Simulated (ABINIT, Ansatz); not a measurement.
# Ga2O3 (C2/m): one start, several treatments of the self-energy, part 2 of 2

How much does the gap of Ga2O3 (C2/m) depend on the approximation to the self-energy?

ABINIT 10.8.3; PBE and many-body steps on it, plane waves. Known limits of the many-body steps: not at the basis limit; no spin-orbit coupling; coarse k mesh.

So far. Step 4 (G0W0, Godby-Needs plasmon pole): The gap on the mesh goes from 2.46 eV to 4.05 eV, a correction of +1.58 eV. Step 5 (G0W0, von der Linden-Horsch plasmon pole): Against G0W0 in ABINIT (4×4×2 mesh, 156 bands, screening to 114.3 eV, Godby-Needs plasmon pole), the gap moves by −0.017 eV.

### Step 6. G0W0, Hybertsen-Louie plasmon pole

Level of this step: G0W0 on PBE, plane waves, norm-conserving pseudopotentials (ABINIT).

run.abi

```
acell 3*1.0 Angstrom
rprim 
  6.107000000000 -1.518550000000 0.000000000000
  6.107000000000 1.518550000000 0.000000000000
  -1.385988895900 0.000000000000 5.630008738000
ntypat 2
znucl 31 8
natom 10
typat 1 1 1 1 2 2 2 2 2 2
xred 
  0.090500000000 0.090500000000 0.794600000000
  0.909500000000 0.909500000000 0.205400000000
  0.658660000000 0.658660000000 0.314020000000
  0.341340000000 0.341340000000 0.685980000000
  0.164500000000 0.164500000000 0.109800000000
  0.835500000000 0.835500000000 0.890200000000
  0.173300000000 0.173300000000 0.563200000000
  0.826700000000 0.826700000000 0.436800000000
  0.495900000000 0.495900000000 0.256600000000
  0.504100000000 0.504100000000 0.743400000000
pp_dirpath "pseudos"
pseudos "Ga.upf, O.upf"
ecut 45
ngkpt 4 4 2
nshiftk 1
shiftk 0 0 0
kptopt 1
chksymbreak 0
istwfk *1
occopt 1
irdwfk 1
optdriver 4
nband 156
gwcalctyp 0
ecutsigx 45
symsigma 1
nkptgw 2
kptgw 
  0.5000000000 0.5000000000 0.5000000000
  0.0000000000 0.0000000000 0.0000000000
bdgw 
  59 62
  59 62
ecuteps 4.2
irdscr 1
ppmodel 2
indata_prefix "in"
outdata_prefix "out"
tmpdata_prefix "tmp"
```

Started as:

```console
$ OMP_NUM_THREADS=1 mpirun -n 16 abinit run.abi > log
```

Numbers of over 12 decimals in the logs are rounded to 6 here.

The program printed:

```text
.Version 10.8.3 of ABINIT. v10.8.2 released Aug 2026.

 Symmetries : space group C2/m (# 12); Bravais mC (1-face-center monocl.)
[... echo of the input left out ...]
== DATASET  1 ==================================================================
-   mpi_nproc: 16, omp_nthreads: 1 (-1 if OMP is not activated)

--- !DatasetInfo
iteration_state: {dtset: 1, }
dimensions: {natom: 10, nkpt: 14, mband: 156, nsppol: 1, nspinor: 1, nspden: 1, mpw: 10196, }
cutoff_energies: {ecut:  45.0, pawecutdg:  -1.0, }
[...]
Band     E0 <VxcDFT>   SigX SigC(E0)      Z dSigC/dE  Sig(E)    E-E0       E
[...]
61   7.618 -15.106 -10.903  -3.623   0.903  -0.107 -14.582   0.524   8.142
       62  10.904 -15.896 -10.510  -3.958   0.902  -0.109 -14.609   1.287  12.191

== END DATASET(S) ==============================================================
================================================================================

 -outvars: echo values of variables after computation  --------
           etotal      0.0000000000E+00
            nband         156
             nkpt          14
          spgroup          12
 [... the other variables as echoed above ...]

 Calculation completed.
```

Wall time 26 s (16 MPI ranks of Arm Neoverse N1, shared host); peak memory 9.6 GiB; 6.9 min of CPU time.

Numbers from this step:

```
G0W0 gap on the points computed              : 4.306 eV
starting gap on the mesh                     : 2.462 eV
k of the valence top                         : 0, 0, 0
k of the conduction bottom                   : 0, 0, 0
least direct G0W0 gap on the computed points : 4.306 eV
```

Against G0W0 in ABINIT (4×4×2 mesh, 156 bands, screening to 114.3 eV, Godby-Needs plasmon pole), the gap moves by +0.260 eV.

### Step 7. One-shot COHSEX

This step: one-shot COHSEX on PBE, plane waves, norm-conserving pseudopotentials.

run.abi, as its differences from that of step 6:

```diff
@@ -33,3 +33,3 @@
 nband 156
-gwcalctyp 0
+gwcalctyp 7
 ecutsigx 45
@@ -45,3 +45,2 @@
 irdscr 1
-ppmodel 2
 indata_prefix "in"
```

The program printed:

```text
.Version 10.8.3 of ABINIT. v10.8.2 released Aug 2026.

 Symmetries : space group C2/m (# 12); Bravais mC (1-face-center monocl.)
[... echo of the input left out ...]
== DATASET  1 ==================================================================
-   mpi_nproc: 16, omp_nthreads: 1 (-1 if OMP is not activated)

--- !DatasetInfo
iteration_state: {dtset: 1, }
dimensions: {natom: 10, nkpt: 14, mband: 156, nsppol: 1, nspinor: 1, nspden: 1, mpw: 10196, }
cutoff_energies: {ecut:  45.0, pawecutdg:  -1.0, }
[...]
Band     E0 <VxcDFT>   SigX SigC(E0)      Z dSigC/dE  Sig(E)    E-E0       E
[...]
61   7.618 -15.106 -10.903  -4.354   1.000   0.000 -15.256  -0.150   7.468
       62  10.904 -15.896 -10.510  -5.034   1.000   0.000 -15.544   0.352  11.256

== END DATASET(S) ==============================================================
================================================================================

 -outvars: echo values of variables after computation  --------
           etotal      0.0000000000E+00
            nband         156
             nkpt          14
          spgroup          12
 [... the other variables as echoed above ...]

 Calculation completed.
```

Elapsed: 18 s, on 16 MPI ranks; peak memory 8.7 GiB; 4.7 min of CPU time.

This step gave:

| Property | Result |
| --- | --- |
| quasiparticle gap on the points computed | 5.084 eV |
| starting gap on the mesh | 2.462 eV |
| k of the valence top | 0.5, 0.5, 0.5 |
| k of the conduction bottom | 0, 0, 0 |
| least direct quasiparticle gap on the computed points | 5.086 eV |

Against G0W0 in ABINIT (4×4×2 mesh, 156 bands, screening to 114.3 eV, Godby-Needs plasmon pole), the gap moves by +1.038 eV.

### Step 8. One-shot Hartree-Fock

This step: one-shot Hartree-Fock on PBE, plane waves, norm-conserving pseudopotentials.

run.abi, as its differences from that of step 7:

```diff
@@ -32,4 +32,4 @@
 optdriver 4
-nband 156
-gwcalctyp 7
+nband 64
+gwcalctyp 5
 ecutsigx 45
@@ -43,4 +43,4 @@
   59 62
-ecuteps 4.2
-irdscr 1
+ixc_sigma 40
+fftgw 31
 indata_prefix "in"
```

The program printed:

```text
.Version 10.8.3 of ABINIT. v10.8.2 released Aug 2026.

 Symmetries : space group C2/m (# 12); Bravais mC (1-face-center monocl.)
[... echo of the input left out ...]
== DATASET  1 ==================================================================
-   mpi_nproc: 16, omp_nthreads: 1 (-1 if OMP is not activated)

--- !DatasetInfo
iteration_state: {dtset: 1, }
dimensions: {natom: 10, nkpt: 14, mband: 64, nsppol: 1, nspinor: 1, nspden: 1, mpw: 10196, }
cutoff_energies: {ecut:  45.0, pawecutdg:  -1.0, }
[...]
Band     E0 <VxcDFT>   SigX SigC(E0)      Z dSigC/dE  Sig(E)    E-E0       E
[...]
61   7.618 -15.106 -10.903   0.000   1.000   0.000 -10.903   4.203  11.821
       62  10.904 -15.896 -10.510   0.000   1.000   0.000 -10.510   5.386  16.290

== END DATASET(S) ==============================================================
================================================================================

 -outvars: echo values of variables after computation  --------
           etotal      0.0000000000E+00
            nband          64
             nkpt          14
          spgroup          12
 [... the other variables as echoed above ...]

 Calculation completed.
```

Elapsed: 14 s, on 16 MPI ranks; peak memory 8.5 GiB.

Numbers from this step:

| Item | Value |
| --- | --- |
| quasiparticle gap on the points computed | 12.66 eV |
| starting gap on the mesh | 2.462 eV |
| k of the valence top | 0, 0, 0 |
| k of the conduction bottom | 0, 0, 0 |
| least direct quasiparticle gap on the computed points | 12.66 eV |

Against G0W0 in ABINIT (4×4×2 mesh, 156 bands, screening to 114.3 eV, Godby-Needs plasmon pole), the gap moves by +8.616 eV.

### Step 9. Screening, 4×4×2 mesh, 156 bands, screening to 114.3 eV

This step: RPA screening on PBE, plane waves, norm-conserving pseudopotentials.

run.abi, as its differences from that of step 8:

```diff
@@ -31,16 +31,14 @@
 irdwfk 1
-optdriver 4
-nband 64
-gwcalctyp 5
-ecutsigx 45
-symsigma 1
-nkptgw 2
-kptgw 
-  0.5000000000 0.5000000000 0.5000000000
-  0.0000000000 0.0000000000 0.0000000000
-bdgw 
-  59 62
-  59 62
-ixc_sigma 40
-fftgw 31
+optdriver 3
+nband 156
+ecuteps 4.2
+inclvkb 2
+awtr 1
+symchi 1
+gwcalctyp 2
+nfreqre 16
+freqremax 40 eV
+nfreqim 8
+spmeth 1
+nomegasf 120
 indata_prefix "in"
```

The program printed:

```text
.Version 10.8.3 of ABINIT. v10.8.2 released Aug 2026.

 Symmetries : space group C2/m (# 12); Bravais mC (1-face-center monocl.)
[... echo of the input left out ...]
== DATASET  1 ==================================================================
-   mpi_nproc: 16, omp_nthreads: 1 (-1 if OMP is not activated)

--- !DatasetInfo
iteration_state: {dtset: 1, }
dimensions: {natom: 10, nkpt: 14, mband: 156, nsppol: 1, nspinor: 1, nspden: 1, mpw: 10196, }
cutoff_energies: {ecut:  45.0, pawecutdg:  -1.0, }
electrons: {nelect:   1.20000000E+02, charge:   0.00000000E+00, occopt:   1.00000000E+00, tsmear:   1.00000000E-02, }

 SCREENING: Calculation of the susceptibility and dielectric matrices

 Based on a program developped by R.W. Godby, V. Olevano, G. Onida, and L. Reining.
 Incorporated in ABINIT by V. Olevano, G.-M. Rignanese, and M. Torrent.
.Using double precision arithmetic ; gwpc =  8

[... cell and pseudopotentials left out ...]
--------------------------------------------------------------------------------

 ==== K-mesh for the wavefunctions ====
 Number of points in the irreducible wedge :    14
[... list of points left out ...]
 Together with  4 symmetry operations and time-reversal symmetry
 yields    32 points in the full Brillouin Zone.

 ==== Q-mesh for the screening function ====
 Number of points in the irreducible wedge :    14
[... list of points left out ...]
 Together with  4 symmetry operations and time-reversal symmetry
 yields    32 points in the full Brillouin Zone.

 setmesh: FFT mesh size selected  =    45x   45x   45
          total number of points  =        91125

 vcoul_init : cutoff-mode = AUXILIARY_FUNCTION
 q-points for optical limit:   1
     1)      0.000010    0.000020    0.000030

- screening: taking advantage of time-reversal symmetry
- Maximum band index for partially occupied states nbvw = 60
- Remaining bands to be divided among processors   nbcw = 96
- Number of bands treated by each node ~6

 Number of electrons calculated from density =  120.0000; Expected =  120.0000
 average of density, n =  0.170290
 r_s =    1.1192
 omega_plasma =   39.8061 [eV]

 calculating chi0 at frequencies [eV] :
  1    0.000000E+00    0.000000E+00
  2    2.666667E+00    0.000000E+00
  3    5.333333E+00    0.000000E+00
[...]
23    0.000000E+00    1.013793E+02
 24    0.000000E+00    1.427431E+02

--------------------------------------------------------------------------------
  q-point number  1        q = ( 0.000000, 0.000000, 0.000000) [r.l.u.]
--------------------------------------------------------------------------------
[... chi0 elements left out ...]
  [... further frequencies ...]

 No. of calculated frequencies >  15, stop printing
 For q-point:  0.000010 0.000020 0.000030
  dielectric constant =   4.1870
  dielectric constant without local fields =   4.4014

  Average fulfillment of the sum rule on Im[epsilon] for q-point    1 :     29.37  [%]
[... wings left out ...]
  q-point number  2        q = ( 0.250000, 0.000000, 0.000000) [r.l.u.]
--------------------------------------------------------------------------------
[... chi0 elements left out ...]
  [... further frequencies ...]

 No. of calculated frequencies >  15, stop printing
  Average fulfillment of the sum rule on Im[epsilon] for q-point    2 :     32.23  [%]

 [... 12 further q-points ...]
```

Run time: 16 min. Hardware: 16 MPI ranks; peak memory 28 GiB.

This step gave:

```
ε∞ with local fields, on this mesh, along the program's q direction : 4.187
the same without local fields                                       : 4.401
plasma frequency                                                    : 39.81 eV
plane waves in the screening matrix                                 : 295
```

### Step 10. G0W0, contour deformation

This step: G0W0 on PBE, plane waves, norm-conserving pseudopotentials.

run.abi, as its differences from that of step 9:

```diff
@@ -31,14 +31,17 @@
 irdwfk 1
-optdriver 3
+optdriver 4
 nband 156
+gwcalctyp 2
+ecutsigx 45
+symsigma 1
+nkptgw 2
+kptgw 
+  0.5000000000 0.5000000000 0.5000000000
+  0.0000000000 0.0000000000 0.0000000000
+bdgw 
+  59 62
+  59 62
 ecuteps 4.2
-inclvkb 2
-awtr 1
-symchi 1
-gwcalctyp 2
-nfreqre 16
-freqremax 40 eV
-nfreqim 8
-spmeth 1
-nomegasf 120
+irdscr 1
+gwmem 01
 indata_prefix "in"
```

The program printed:

```text
.Version 10.8.3 of ABINIT. v10.8.2 released Aug 2026.

 Symmetries : space group C2/m (# 12); Bravais mC (1-face-center monocl.)
[... echo of the input left out ...]
== DATASET  1 ==================================================================
-   mpi_nproc: 16, omp_nthreads: 1 (-1 if OMP is not activated)

--- !DatasetInfo
iteration_state: {dtset: 1, }
dimensions: {natom: 10, nkpt: 14, mband: 156, nsppol: 1, nspinor: 1, nspden: 1, mpw: 10196, }
cutoff_energies: {ecut:  45.0, pawecutdg:  -1.0, }
[...]
Band     E0 <VxcDFT>   SigX SigC(E0)      Z dSigC/dE  Sig(E)    E-E0       E
[...]
62  10.904 -15.896 -10.510  -3.521   0.809  -0.236 -14.388   1.508  12.412
       62   0.000   0.000   0.000  -0.001   0.000   0.000  -0.001  -0.001  -0.001

== END DATASET(S) ==============================================================
================================================================================

 -outvars: echo values of variables after computation  --------
           etotal      0.0000000000E+00
            nband         156
             nkpt          14
          spgroup          12
 [... the other variables as echoed above ...]

 Calculation completed.
```

Wall time 38 s (16 MPI ranks); peak memory 8.7 GiB.

This step gave:

* G0W0 gap on the points computed: 4.025 eV
* starting gap on the mesh: 2.462 eV
* k of the valence top: 0.5, 0.5, 0.5
* k of the conduction bottom: 0, 0, 0
* least direct G0W0 gap on the computed points: 4.040 eV

Against G0W0 in ABINIT (4×4×2 mesh, 156 bands, screening to 114.3 eV, Godby-Needs plasmon pole), the gap moves by −0.021 eV.

### Step 11. Side by side

Times are wall times on 16 MPI ranks of Arm Neoverse N1, shared host, good to a factor of about two. A run's time includes the screening step that it read.

| run | mesh | bands | screening cutoff (eV) | DFT gap (eV) | gap on the mesh (eV) | direct (eV) | ε∞ used | time |
| --- | --- | --- | --- | --- | --- | --- | --- | --- |
| G0W0, Godby-Needs plasmon pole | 4×4×2 | 156 | 114.3 | 2.462 | 4.046 | 4.056 | 4.11 | 13 min |
| G0W0, von der Linden-Horsch plasmon pole | 4×4×2 | 156 | 114.3 | 2.462 | 4.029 | 4.029 | 4.11 | 13 min |
| G0W0, Hybertsen-Louie plasmon pole | 4×4×2 | 156 | 114.3 | 2.462 | 4.306 | 4.306 | 4.11 | 13 min |
| one-shot COHSEX | 4×4×2 | 156 | 114.3 | 2.462 | 5.084 | 5.086 | 4.11 | 13 min |
| one-shot Hartree-Fock | 4×4×2 | - | - | 2.462 | 12.662 | 12.662 | - | 14 s |
| G0W0, contour deformation | 4×4×2 | 156 | 114.3 | 2.462 | 4.025 | 4.040 | 4.19 | 17 min |

### Step 12. Results

```yaml
g0w0_godby_needs_plasmon_pole: 4.046 eV
g0w0_von_der_linden_horsch_plasmon_pole: 4.029 eV
g0w0_hybertsen_louie_plasmon_pole: 4.306 eV
one_shot_cohsex: 5.084 eV
one_shot_hartree_fock: 12.662 eV
g0w0_contour_deformation: 4.025 eV
known_limits: not at the basis limit; no spin-orbit coupling; coarse k mesh
```

G0W0, von der Linden-Horsch plasmon pole: −0.017 eV against G0W0, Godby-Needs plasmon pole. G0W0, Hybertsen-Louie plasmon pole: +0.260 eV against G0W0, Godby-Needs plasmon pole. One-shot COHSEX: +1.038 eV against G0W0, Godby-Needs plasmon pole. One-shot Hartree-Fock: +8.616 eV against G0W0, Godby-Needs plasmon pole. G0W0, contour deformation: −0.021 eV against G0W0, Godby-Needs plasmon pole. Bare exchange alone opens the gap to 12.66 eV; against G0W0, correlation takes back 8.62 eV. Static COHSEX lies above G0W0: it lacks the factor Z and overstates the Coulomb hole of the filled states. Against experiment, by G0W0, Godby-Needs plasmon pole: the direct gap of 4.06 eV lies −0.95 eV from the measured 5.01 eV (direct, on 4H-SiC, 2020); the gap of 4.05 eV lies −0.80 eV from the measured 4.85 eV (kind not stated, 2023); the gap of 4.05 eV lies −0.45 eV from the measured 4.5 eV (optical, on Al2O3, 2024); the direct gap of 4.06 eV lies −0.82 eV from the measured 4.88 eV (direct, on c-plane sapphire, 2020); the gap of 4.05 eV lies −0.83 eV from the measured 4.88 eV (kind not stated, 2023). An exciton line or allowed optical edge lies below the quasiparticle gap by the binding energy; a forbidden edge can push the onset above it. These are gaps on the mesh, at modest bands and cutoff. The calculation has static nuclei and no excitons; a measured gap holds zero-point and thermal motion, which mostly lowers it. Against the values above the computed gap that would widen the miss. A likelier cause is too strong a screening: the start's gap is only 2.46 eV, the mesh is coarse, and one shot does not repair that. Bands and cutoff are finite, so the gap is not at the basis limit. The miss can reach some tenths of an eV and take either sign; the mesh is an error of its own. In the first G0W0 run levels were corrected at 2 k points alone, so a gap called «on the mesh» is the least over those, and an edge elsewhere would be missed. The 4×4×2 mesh is coarse for this cell, which bears on the long-range parts of exchange and screening. The many-body steps are scalar-relativistic: spin-orbit coupling is not in them.

[Paths, hosts, dates, memory and timing lines, banners, echoed tables and standing remarks are left out of the program output.]

[Logs are printed without paths, hosts, clocks, repeated set-up lines and the standing remarks that a program may print on its own settings, such as how far it seeks lower states.]

[Runs of the session that timed out or met a known fault of the program may be left out.]

[No measured gap is set beside runs whose start may be inverted or whose files or cutoffs have a known fault.]

[Hosts, paths, dates, database ids (printed as entryN), source tags and the programs' standing remarks are cut or masked in the printed files.]

[G0W0 gaps are taken among the corrected bands and points alone; a level outside them can change the order at an edge.]

[Where Ansatz stands beside ABINIT at settings called matched, ABINIT's density can come from a denser mesh and the files from another edition; pairs whose starting gaps differed by over 0.03 eV were left out, so agreement reads better than it is.]
